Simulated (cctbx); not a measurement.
**From intensities to atoms**

Cell a = 5.6790 Å, b = 5.6790 Å, c = 13.5590 Å, α = 90.00°, β = 90.00°, γ = 90.00°; space group I4/mmm (no. 139); content Cs4 Sr2 Si4.

The data are simulated with cctbx, not measured: Cu Kα, λ = 1.54184 Å, to d = 0.83 Å, 95 % of the full sphere, strongest reflection 20000 counts, noise from counting, a 6 % proportional error and a noise floor of 15 counts (s.d.); no absorption.

1 earlier start (other random phases, and plain and normalised amplitudes in turn) led nowhere (symmetry correlation 0.84).

Charge flipping in P1 on normalised amplitudes to 0.83 Å, δ = 0.9 σ, 20 % of the reflections treated as weak, 200 cycles:

```text
cycle      R  skewness
    0  0.541     0.24
   16  0.350     1.82
   32  0.338     1.99
   48  0.334     2.13
   64  0.333     2.18
   80  0.332     2.22
   96  0.350     2.10
  112  0.350     2.15
  128  0.363     2.25
  144  0.370     2.28
  160  0.358     2.24
  176  0.377     2.18
  192  0.351     2.13
origin shift          correlation  skewness
 0.104  0.685  0.407      0.866      5.83
 0.104  0.185  0.407      0.867      6.16
 0.103  0.685  0.157      0.866      5.89
 0.104  0.185  0.157      0.866      5.88
taken: symmetry correlation 0.867, skewness 6.16
peak      x       y       z  mult  height/sigma
Q1    0.0000  0.5000  0.2500    4     18.7
Q2    0.0000  0.0000  0.0000    2     13.7
Q3    0.0000  0.0000  0.5000    2      7.1
Q4    0.0000  0.0000  0.3971    4      2.8
Q5    0.0000  0.0000  0.2197    4      2.2
Q6    0.0000  0.3253  0.2181   16      1.9
Q7    0.0000  0.1572  0.4383   16      1.8
Q8    0.0000  0.0000  0.3040    4      1.7
```

The origin is taken among those within 0.04 of the best correlation, by the skewness of the map.

Run time: 0.52 s on 1 thread of Arm Neoverse V1 (shared host), peak memory 0.07 GiB.

**Question.** Which peaks are atoms, and which elements?

Heights go roughly as Z and multiplicities must add up to the content. First model: Q1 = Cs1 (4 in the cell, height 18.7), Q2 = Sr1 (2 in the cell, height 13.7) and Q4 = Si1 (4 in the cell, height 2.8). Against the true structure, Q1 is Cs, Q2 is Sr and Q4 is Si; the other peaks are not atoms.

Least squares on F², isotropic:

```text
Rint 0.055, 148 unique reflections to 0.83 A
cycle     R1     wR2    GooF  max shift (A)
   1  0.0958  0.2962  11.183   0.16907
   2  0.0113  0.0244   0.923   0.00006
final R1 0.0113 wR2 0.0244 GooF 0.923  parameters 4  data/parameter 37.0
atom        x        y        z      Ueq    occ   su(xyz)  su(Uiso or U11)
Cs1    0.00000  0.50000  0.25000   0.0192  1.000  0.00000  0.0001
Sr1    0.00000  0.00000  0.00000   0.0242  1.000  0.00000  0.0002
Si1    0.00000  0.00000  0.38463   0.0324  1.000  0.00010  0.0003
difference map: max 0.29 min -0.34 rms 0.09
Q1    0.0000  0.3374  0.0000    8    0.29  1.92 A from Sr1
Q2    0.0000  0.0000  0.0644    4    0.28  0.87 A from Sr1
Q3    0.2473  0.2473  0.2131   16    0.25  2.07 A from Cs1
Q4    0.1206  0.3004  0.3567   32    0.25  1.88 A from Si1
Q5    0.0000  0.2312  0.2683   16    0.20  1.55 A from Cs1
```

Anisotropic refinement:

```text
Rint 0.055, 148 unique reflections to 0.83 A
cycle     R1     wR2    GooF  max shift (A)
   1  0.0113  0.0245   0.933   0.00011
   2  0.0112  0.0243   0.929   0.00000
final R1 0.0112 wR2 0.0243 GooF 0.929  parameters 7  data/parameter 21.1
atom        x        y        z      Ueq    occ   su(xyz)  su(Uiso or U11)
Cs1    0.00000  0.50000  0.25000   0.0192  1.000  0.00000  0.0002
Sr1    0.00000  0.00000  0.00000   0.0242  1.000  0.00000  0.0002
Si1    0.00000  0.00000  0.38462   0.0324  1.000  0.00011  0.0005
difference map: max 0.29 min -0.32 rms 0.09
Q1    0.0000  0.3374  0.0000    8    0.29  1.92 A from Sr1
Q2    0.0000  0.0000  0.0634    4    0.28  0.86 A from Sr1
Q3    0.1223  0.3032  0.3565   32    0.25  1.90 A from Si1
Q4    0.2475  0.2475  0.2129   16    0.25  2.07 A from Cs1
Q5    0.0000  0.2312  0.2679   16    0.21  1.55 A from Cs1
Q6    0.0000  0.2240  0.5000    8    0.20  2.02 A from Si1
```

**Reading.** The refinement ends at R1 = 0.0112, wR2 = 0.0243, GooF = 0.93, with difference density between -0.32 and 0.29 e/Å³. Every site matches the true model in element, within 0.001 Å r.m.s., up to an allowed shift of origin.

True model:

```csv
atom,mult.,x,y,z,Ueq (Å²)
Cs1,4,1/2,0,1/4,0.0192
Sr1,2,0,0,0,0.0242
Si1,4,1/2,1/2,0.1153,0.0324
```

This is a model crystal, built by substitution and not relaxed, with assumed displacement parameters.

[Middle refinement cycles are left out of these outputs.]

[Logs are printed without paths, hosts, clocks, repeated set-up lines and the standing remarks that a program may print on its own settings, such as how far it seeks lower states.]
